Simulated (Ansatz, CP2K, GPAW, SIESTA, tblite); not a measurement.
# GPAW runs on (10,0) carbon nanotube (120 atoms)

Aim: run (10,0) carbon nanotube (120 atoms) in GPAW and see how near its forces come to a plane-wave reference, and at what cost.

Method: the method is named at each step, in GPAW 26.7.0.

## (1) Set-up

The cell holds 120 atoms: 120 C. Its edges and angles: a = 19.830 Å, b = 19.830 Å, c = 12.783 Å, α = 90.0°, β = 90.0°, γ = 90.0°. It derives from C (graphene). Graphene sheet (a = 2.46 Å) rolled into a (10,0) tube of diameter 7.83 Å, 3 periods, 12 Å of vacuum; not relaxed, displaced by a Gaussian of 0.02 Å. Then every atom was moved at random, 0.03 Å r.m.s. a Cartesian component. Vacuum lies along a and b. The structure's axis is c.

The yardstick, on the same geometry:

```
method                                           : Kohn-Sham DFT, PBE, PAW, plane waves (Ansatz 0.2.0); cutoff 420 eV, Γ point, fermi-dirac smearing of 0.05 eV; PAW set soft_2
r.m.s. force component                           : 2.146 eV/Å
longest force                                    : 7.806 eV/Å
gap (highest filled to lowest empty level) : 0.8213 eV
SCF cycles                                       : 11
time                                             : 91 s on 4 threads of Arm Neoverse V1, shared host
CPU time                                         : 5.8 min
```

## (2) PBE, LCAO dzp, h 0.2 Å

Method: Kohn-Sham DFT, PBE, PAW, atomic orbitals (dzp).

Input file run.py:

```python
import numpy as np
from ase.io import read
from gpaw import GPAW, FermiDirac
from ase.parallel import parprint as print

atoms = read("structure.xyz")
atoms.calc = GPAW(
    mode="lcao",
    basis="dzp",
    h=0.2,
    xc="PBE",
    kpts={"size": (1, 1, 1), "gamma": True},
    occupations=FermiDirac(0.05),
    maxiter=200,
    symmetry={"point_group": False},
    txt="gpaw.txt",
)
energy = atoms.get_potential_energy(force_consistent=True)
forces = atoms.get_forces()
print(f"energy {energy:.6f} eV")
print("forces (eV/A)")
for i, (a, f) in enumerate(zip(atoms, forces)):
    print(f"{i:4d} {a.symbol:2s} {f[0]:10.5f} {f[1]:10.5f} {f[2]:10.5f}")
print(f"Fermi level {atoms.calc.get_fermi_level():.4f} eV")
for k in range(len(atoms.calc.get_ibz_k_points())):
    for s in range(atoms.calc.get_number_of_spins()):
        e = atoms.calc.get_eigenvalues(kpt=k, spin=s)
        n = np.searchsorted(e, atoms.calc.get_fermi_level())
        print(f"k {k} spin {s} levels about the Fermi level:", np.round(e[max(n - 6, 0):n], 4).tolist(), "|", np.round(e[n:n + 6], 4).tolist())
```

Input file structure.xyz:

```xyz
120
Lattice="19.83042 0.00000 0.00000 0.00000 19.83042 0.00000 0.00000 0.00000 12.78253" Properties=species:S:1:pos:R:3 pbc="T T T"
C 13.75121 9.92374 1.47958
C 13.64075 11.11852 0.69294
C 13.10315 12.23973 1.40774
C 12.24191 13.02918 0.67875
C 13.66197 11.10940 3.51801
C 13.05199 12.21871 2.87978
C 11.08322 13.61279 1.39521
C 9.87991 13.84143 0.73091
C 12.20166 13.10136 3.53693
C 11.14014 13.62092 2.89333
C 8.75692 13.62469 1.42525
C 7.64284 13.09165 0.68041
C 9.87257 13.83350 3.54051
C 8.66530 13.65007 2.80819
C 6.77189 12.24588 1.41567
C 6.17559 11.10860 0.69805
C 7.60992 13.16760 3.60122
C 6.72112 12.23081 2.86418
C 5.96182 9.96340 1.44187
C 6.13216 8.67958 0.72183
C 6.18114 11.07569 3.52363
C 6.01040 9.84184 2.78301
C 6.75920 7.72534 1.43164
C 7.59743 6.73838 0.71071
C 6.24420 8.71785 3.55623
C 6.82563 7.62797 2.84143
C 8.70258 6.19205 1.38921
C 9.91362 6.00187 0.73832
C 7.62123 6.78617 3.50344
C 8.68949 6.17956 2.83580
C 11.17286 6.22536 1.43880
C 12.18976 6.78756 0.77334
C 9.90133 6.03638 3.54511
C 11.12546 6.21565 2.84002
C 13.10335 7.59604 1.41042
C 13.64650 8.72320 0.68719
C 12.24449 6.74552 3.66360
C 13.08272 7.54389 2.84360
C 13.64115 8.66153 3.58345
C 13.81883 9.90272 2.84283
C 13.81248 9.93226 5.66854
C 13.63460 11.08144 4.94313
C 13.10454 12.27860 5.67877
C 12.23874 13.10117 4.99707
C 13.53823 11.05903 7.79300
C 13.02819 12.24053 7.06899
C 11.15560 13.72206 5.68273
C 9.92572 13.89755 5.01101
C 12.19254 13.10196 7.81792
C 11.15778 13.61279 7.09136
C 8.72003 13.62429 5.68490
C 7.58652 13.13071 4.93418
C 9.90767 13.86801 7.78814
C 8.75533 13.64571 7.10504
C 6.73282 12.24667 5.69296
C 6.18848 11.16116 4.94876
[... 60 atom lines left out ...]
C 12.24370 6.72945 12.07016
C 13.09561 7.63352 11.37274
C 13.69291 8.74125 12.04587
C 13.84500 9.87674 11.37939
```

Command:

```bash
> OMP_NUM_THREADS=1 mpirun -np 2 gpaw python run.py > output.txt
```

Log:

```text
energy -1047.011251 eV
forces (eV/A)
   0 C     1.14213   -1.01055   -4.34567
   1 C    -0.12200    0.51905    2.68266
   2 C     0.59839   -1.20140    1.54713
   3 C    -2.82046    2.86443    1.55933
   4 C    -0.57434    0.88071    1.78308
   5 C     1.32829   -0.28375   -3.07146
   6 C     2.93082   -0.47555    2.00023
   7 C     3.91716    0.58026   -3.38214
   8 C     2.10131   -0.89951    3.23932
   9 C    -3.65796    1.51100   -4.29052
  10 C    -4.99092   -0.47321   -0.68441
  11 C    -0.16981    0.59760    0.09150
  12 C     1.61651    0.61027    1.45378
  13 C     1.92699    0.74954    2.40840
  14 C    -0.97119   -1.09583   -0.25783
  15 C     0.67042    2.76836   -0.73510
  16 C    -2.62644   -1.94883   -4.94530
  17 C     0.55344    0.33782   -0.55833
  18 C    -0.40650   -3.17751   -3.73994
  19 C    -0.98286    3.64977   -1.29976
  20 C     0.43850    1.79435   -0.31377
  21 C    -0.41128    3.69154    3.85281
  22 C     2.18997   -5.00912   -0.23593
  23 C    -1.05997    1.67609   -0.79065
[...]
112 C    -1.64259   -0.98311   -0.74029
 113 C     0.72620    0.42104   -0.67868
 114 C    -1.73492   -4.94074    4.17787
 115 C     2.24711    4.07060   -4.47874
 116 C     0.45866    0.89564    1.35236
 117 C    -0.16697   -0.83027   -1.67635
 118 C    -1.03689   -4.22947    2.55719
 119 C     0.38255    4.25021   -2.33011
Fermi level -1.9103 eV
k 0 spin 0 levels about the Fermi level: [-3.549, -3.4574, -2.7415, -2.714, -2.4283, -2.3281] | [-1.4931, -1.3864, -1.2214, -1.0342, -0.9819, -0.9388]
```

gpaw.txt:

```text
Input parameters:
  mode=LCAO(),
  basis={'default': 'dzp'},
  h=0.2,
  kpts=MonkhorstPack(size=(1, 1, 1), gamma=True),
  maxiter=200,
  occupations=Occupations(name='fermi-dirac', width=0.05, fixmagmom=False),
  symmetry=Symmetry(point_group=False),
  xc=XC(name='PBE')
Unit cell  # Å
| periodic |         x |         y |         z |   lengths |    angles |
|----------|-----------|-----------|-----------|-----------|-----------|
|      yes | 19.830420 |  0.000000 |  0.000000 | 19.830420 | 90.000000 |
|      yes |  0.000000 | 19.830420 |  0.000000 | 19.830420 | 90.000000 |
|      yes |  0.000000 |  0.000000 | 12.782530 | 12.782530 | 90.000000 |
Number of symmetries: 1
Symmetry operations  # r_c * U_cc + t_c -> r_c
|   | kind |            matrix            |
|---|------|------------------------------|
| 0 |  E   |  1, 0, 0,  0, 1, 0,  0, 0, 1 |
BZ-sampling:
  Number of BZ points: 1
  Number of IBZ points: 1
  Monkhorst-Pack size: [1, 1, 1]
  Monkhorst-Pack shift: [0, 0, 0]
K-points  # in reciprocal-cell coordinates
|   |                                coordinates |     weight |
|---|--------------------------------------------|------------|
| 0 | (  0.00000000,   0.00000000,   0.00000000) | 1.00000000 |
basis functions: 1560
Spin-components: 1 (collinear spins)
Bands:           292
Projectors:      600
Spin-degeneracy: 2
Datatype:        <class 'float'>
Parallelization:
  kpt:    1
  domain: 2
  band:   1
Density:
  Valence electrons: 480.0
  Components: 1
  Grid points: [100 100  64]
  Charge: 0.0  # |e|
Potential:
  Grid points: [100 100  64]
species:
  C:
    name:    Carbon
    Z:       6.0
    valence: 4
    core:    2
    LCAO basis set for C:
      Name: dzp
      Number of radial functions: 5
      Number of spherical harmonics: 13
        l=0, rc=5.5469 Bohr: 2s-sz confined orbital
        l=1, rc=6.6719 Bohr: 2p-sz confined orbital
        l=0, rc=3.0312 Bohr: 2s-dz split-valence wave
        l=1, rc=3.7500 Bohr: 2p-dz split-valence wave
        l=2, rc=6.6719 Bohr: d-type Gaussian polarization
      Number of RI-basis functions 0
Reference energy: -123315.373857  # eV
eigensolver:
density mixing:
  MSR1-Mixer
occupation numbers:
  Fermi-Dirac:
    width: 0.0500  # eV
FastPoissonSolver using
    Stencil: 6*3+1=19 point O(h^6) finite-difference Laplacian
xc functional:
  name: PBE with 2 nearest neighbor stencil
interpolation: tri-quintic # 5. degree polynomial
Initialization done in: 25.019 s
convergence criteria:
- Maximum [total energy] change in last 3 cyles: 0.0005 eV / valence electron
- Maximum integral of absolute [dens]ity change: 0.0001 electrons / valence electron
- Maximum integral of absolute [eigenst]ate change: 4e-08 eV^2 / valence electron
maximum number of iterations: 200
SCF iterations
|iter     |      energy | eigst |  dens |
|---------|-------------|-------|-------|
|iter:   1|-1066.295166 |      c|       |
|iter:   2|-1063.286357 |      c| -0.90 |
|iter:   3|-1046.801105 |      c| -0.93 |
|iter:   4|-1047.142567 |      c| -1.60 |
|iter:   5|-1047.134643 |      c| -2.12 |
|iter:   6|-1047.049098c|      c| -2.27 |
|iter:   7|-1047.011988c|      c| -2.63 |
|iter:   8|-1047.011207c|      c| -3.42 |
|iter:   9|-1047.011032c|      c| -3.78 |
|iter:  10|-1047.010994c|      c| -4.09c|
Converged in 10 steps
SCF loop duration: 78.063 s (7.806 s/step)
Energy contributions relative to reference atoms: (reference = -123315.373857)
Energy contributions:
  Kinetic:         973.783124
  Coulomb:        -965.140780
  Zero:             14.588106
  External:          0.000000
  Xc:            -1070.241188
  Entropy:          -0.000512
  Spinorbit:         0.000000
  ----------------------------
  Free energy:   -1047.011251
  Extrapolated:  -1047.010994
dipole moment: (0.017274, -0.005913, -2.641009)  # |e|*Ang
Fermi level: -1.910
Eigenvalues  # (at kpt = [0.000, 0.000, 0.000])
| band index |      eig [eV] | occ [0-2] |
|------------|---------------|-----------|
|          0 |       -21.878 |     2.000 |
|        ... |               |           |
|        232 |        -3.842 |     2.000 |
|        233 |        -3.774 |     2.000 |
[...]
|        247 |        -0.818 |     0.000 |
|        ... |               |           |
|        291 |         4.855 |     0.000 |
Gap: 0.835 eV
Transition (v -> c):
  (s=0, k=0, n=239, [0.00, 0.00, 0.00]) -> (s=0, k=0, n=240, [0.00, 0.00, 0.00])
No difference between direct/indirect transitions
Force computation time: 9.918  # s
```

The job ended after 1.9 min (2 MPI ranks of Arm Neoverse V1, shared host; peak memory 2.3 GiB; 3.8 min of CPU time).

Banners, paths, timers and routine set-up lines are dropped from the logs unmarked, and long logs keep their key lines alone; longer cuts are marked.

Against the reference:

```
r.m.s. force component                           : 2.297 eV/Å
r.m.s. difference of force components            : 186.8 meV/Å
longest difference of force vectors              : 631.4 meV/Å
force difference over r.m.s. force               : 8.704 %
slope of forces against the reference's          : 1.069
correlation of force components                  : 0.9988
gap (highest filled to lowest empty level) : 0.835 eV
gap difference                                   : 0.0137 eV
```

Levels nearest the highest filled one (eV from it): -1.22, -1.13, -0.41, -0.39, -0.10, 0.00, 0.83, 0.94, 1.11, 1.29, 1.35, 1.39.

A closer look about C99, which bears the longest force: 10 atoms, nearest first, numbered in the order of the input, with positions taken from that point.

```
atom     x      y      z  distance (Å)  bonds     Fx     Fy  Fz (eV/Å)
 C99  0.00   0.00   0.00          0.00      3  -0.44  -7.31       3.59
 C96  0.27   1.13  -0.62          1.32      3  -1.17   1.36      -3.82
C102  0.02  -0.15   1.41          1.42      3  -0.47   3.88       1.93
C100  0.22  -1.30  -0.61          1.45      3  -1.48   2.41      -4.26
 C95  0.74   2.19   0.08          2.31      3   2.33   2.99       1.31
 C61  0.24   1.10  -2.07          2.35      3   1.26   6.07       2.66
C101  0.21   1.15   2.12          2.42      3  -1.68  -4.66       4.24
 C65  0.15  -1.28  -2.08          2.45      3   1.31  -2.14       1.01
C103  0.77  -2.36   0.05          2.48      3   1.59  -2.44       0.28
C105  0.20  -1.32   2.19          2.57      3  -0.82   0.80      -0.51
```

Atoms are counted from 1 here, from 0 in the log.

Forces lie 8.7 % from the reference's, at 0.66 times its CPU time (on 2 against 4 cores).

## (3) PBE, LCAO dzp, h 0.2 Å, other mixer settings

Method: Kohn-Sham DFT, PBE, PAW, atomic orbitals (dzp).

run.py: that of step 2 with these lines changed.

```diff
@@ -2,3 +2,3 @@
 from ase.io import read
-from gpaw import GPAW, FermiDirac
+from gpaw import GPAW, FermiDirac, Mixer
 from ase.parallel import parprint as print
@@ -13,2 +13,3 @@
     occupations=FermiDirac(0.05),
+    mixer=Mixer(0.03, 7, 100),
     maxiter=200,
```

structure.xyz is that of step 2.

Log:

```text
energy -1047.011240 eV
forces (eV/A)
   0 C     1.13979   -1.01049   -4.34674
   1 C    -0.12357    0.51880    2.68355
   2 C     0.59697   -1.20257    1.54665
   3 C    -2.82174    2.86209    1.55925
   4 C    -0.57600    0.88006    1.78275
   5 C     1.32630   -0.28524   -3.07153
   6 C     2.92972   -0.47789    2.00091
   7 C     3.91712    0.57799   -3.38246
   8 C     2.09980   -0.90107    3.23889
   9 C    -3.65891    1.50894   -4.29110
  10 C    -4.98972   -0.47496   -0.68475
  11 C    -0.16849    0.59488    0.09133
  12 C     1.61702    0.60814    1.45386
  13 C     1.92798    0.74751    2.40853
  14 C    -0.96912   -1.09740   -0.25801
  15 C     0.67339    2.76735   -0.73450
  16 C    -2.62515   -1.95064   -4.94566
  17 C     0.55564    0.33654   -0.55910
  18 C    -0.40423   -3.17822   -3.74039
  19 C    -0.98257    3.65042   -1.29904
  20 C     0.44177    1.79410   -0.31326
  21 C    -0.40940    3.69136    3.85292
  22 C     2.19229   -5.00806   -0.23678
  23 C    -1.06023    1.67620   -0.79013
[...]
112 C    -1.64243   -0.98006   -0.74038
 113 C     0.72556    0.42229   -0.67902
 114 C    -1.73722   -4.93910    4.17809
 115 C     2.24487    4.07154   -4.47868
 116 C     0.45699    0.89772    1.35225
 117 C    -0.17043   -0.82860   -1.67643
 118 C    -1.03866   -4.22852    2.55691
 119 C     0.37962    4.24938   -2.32947
Fermi level -1.9099 eV
k 0 spin 0 levels about the Fermi level: [-3.5485, -3.4571, -2.7412, -2.7137, -2.4279, -2.3276] | [-1.4926, -1.386, -1.2204, -1.0334, -0.9817, -0.9393]
```

gpaw.txt:

```text
Input parameters:
  mode=LCAO(),
  basis={'default': 'dzp'},
  h=0.2,
  kpts=MonkhorstPack(size=(1, 1, 1), gamma=True),
  maxiter=200,
  mixer=Pulay(name='pulay', nmaxold=7, beta=0.03, weight=100, sigma=0.015, g_ss=None),
  occupations=Occupations(name='fermi-dirac', width=0.05, fixmagmom=False),
  symmetry=Symmetry(point_group=False),
  xc=XC(name='PBE')
Unit cell  # Å
[... lines left out ...]
  Fermi-Dirac:
[... lines left out ...]
convergence criteria:
- Maximum [total energy] change in last 3 cyles: 0.0005 eV / valence electron
[... lines left out ...]
Converged in 15 steps
[... lines left out ...]
  Kinetic:         974.401571
  Coulomb:        -965.826928
  Zero:             14.697247
  External:          0.000000
  Xc:            -1070.282618
  Entropy:          -0.000512
  Spinorbit:         0.000000
  ----------------------------
  Free energy:   -1047.011240
  Extrapolated:  -1047.010984
dipole moment: (0.018744, -0.002057, -2.640919)  # |e|*Ang
Fermi level: -1.910
Eigenvalues  # (at kpt = [0.000, 0.000, 0.000])
| band index |      eig [eV] | occ [0-2] |
|------------|---------------|-----------|
|          0 |       -21.877 |     2.000 |
|        ... |               |           |
|        232 |        -3.842 |     2.000 |
|        233 |        -3.774 |     2.000 |
[...]
|        247 |        -0.817 |     0.000 |
|        ... |               |           |
|        291 |         4.856 |     0.000 |
Gap: 0.835 eV
Transition (v -> c):
  (s=0, k=0, n=239, [0.00, 0.00, 0.00]) -> (s=0, k=0, n=240, [0.00, 0.00, 0.00])
No difference between direct/indirect transitions
Force computation time: 9.544  # s
```

Elapsed: 2.5 min, on 2 MPI ranks; peak memory 2 GiB.

Compared with the plane-wave run:

* r.m.s. force component: 2.297 eV/Å
* r.m.s. difference of force components: 186.3 meV/Å
* longest difference of force vectors: 630.6 meV/Å
* force difference over r.m.s. force: 8.683 %
* slope of forces against the reference's: 1.069
* correlation of force components: 0.9988
* gap (highest filled to lowest empty level): 0.835 eV
* gap difference: 0.0137 eV
* energy less the same-level run's: 0.0001 meV/atom
* r.m.s. force difference from the same-level run: 1.324 meV/Å

Against the first run (8.7 %), the force difference from the reference is 8.7 %, at 1.3 times the CPU time: another solver or mixer reaches the same state.

## (4) LDA, LCAO dzp, h 0.2 Å

Method: Kohn-Sham DFT, LDA, PAW, atomic orbitals (dzp).

run.py: that of step 3 with these lines changed.

```diff
@@ -2,3 +2,3 @@
 from ase.io import read
-from gpaw import GPAW, FermiDirac, Mixer
+from gpaw import GPAW, FermiDirac
 from ase.parallel import parprint as print
@@ -10,6 +10,5 @@
     h=0.2,
-    xc="PBE",
+    xc="LDA",
     kpts={"size": (1, 1, 1), "gamma": True},
     occupations=FermiDirac(0.05),
-    mixer=Mixer(0.03, 7, 100),
     maxiter=200,
```

structure.xyz is that of step 3.

Log:

```text
energy -1150.379325 eV
forces (eV/A)
   0 C     1.05746   -0.99303   -4.29631
   1 C    -0.29643    0.46827    2.64853
   2 C     0.42968   -1.31130    1.51934
   3 C    -2.85095    2.72835    1.52258
   4 C    -0.75022    0.80157    1.77294
   5 C     1.21355   -0.35288   -3.03956
[...]
117 C    -0.27714   -0.72224   -1.66148
 118 C    -1.20011   -4.11190    2.53159
 119 C     0.20264    4.17987   -2.29990
Fermi level -2.2103 eV
k 0 spin 0 levels about the Fermi level: [-3.8355, -3.7432, -3.0388, -3.0115, -2.721, -2.6202] | [-1.8006, -1.6955, -1.5387, -1.3542, -1.3007, -1.2565]
```

gpaw.txt:

```text
Input parameters:
  mode=LCAO(),
  basis={'default': 'dzp'},
  h=0.2,
  kpts=MonkhorstPack(size=(1, 1, 1), gamma=True),
  maxiter=200,
  occupations=Occupations(name='fermi-dirac', width=0.05, fixmagmom=False),
[... lines left out ...]
  Fermi-Dirac:
[... lines left out ...]
convergence criteria:
- Maximum [total energy] change in last 3 cyles: 0.0005 eV / valence electron
[... lines left out ...]
Converged in 10 steps
[... lines left out ...]
  Free energy:   -1150.379325
[... lines left out ...]
Fermi level: -2.210
[... lines left out ...]
|        ... |               |           |
|        232 |        -4.132 |     2.000 |
|        233 |        -4.065 |     2.000 |
[...]
|        247 |        -1.126 |     0.000 |
|        ... |               |           |
|        291 |         4.498 |     0.000 |
Gap: 0.820 eV
Transition (v -> c):
  (s=0, k=0, n=239, [0.00, 0.00, 0.00]) -> (s=0, k=0, n=240, [0.00, 0.00, 0.00])
No difference between direct/indirect transitions
Force computation time: 9.875  # s
```

Wall time 1.9 min (2 MPI ranks); peak memory 2.3 GiB; 3.7 min of CPU time.

Against the reference:

| Quantity | Value |
| --- | --- |
| r.m.s. force component | 2.265 eV/Å |
| r.m.s. difference of force components | 144.2 meV/Å |
| longest difference of force vectors | 535.7 meV/Å |
| force difference over r.m.s. force | 6.721 % |
| slope of forces against the reference's | 1.055 |
| correlation of force components | 0.9993 |
| gap (highest filled to lowest empty level) | 0.8196 eV |
| gap difference | -0.0017 eV |

Against the first run (8.7 %), the force difference from the reference is 6.7 %, at 0.97 times the CPU time; another functional landing nearer a PBE reference means that errors partly cancel.

[end of part 1 of 2]

[Also dropped from logs without a mark: logging warnings of Python, and SIESTA's first energy breakdown and zero terms.]

[Logs are printed without paths, hosts, clocks, repeated set-up lines and the standing remarks that a program may print on its own settings, such as how far it seeks lower states.]

[Hosts, paths, dates, database ids (printed as entryN), source tags and the programs' standing remarks are cut or masked in the printed files.]
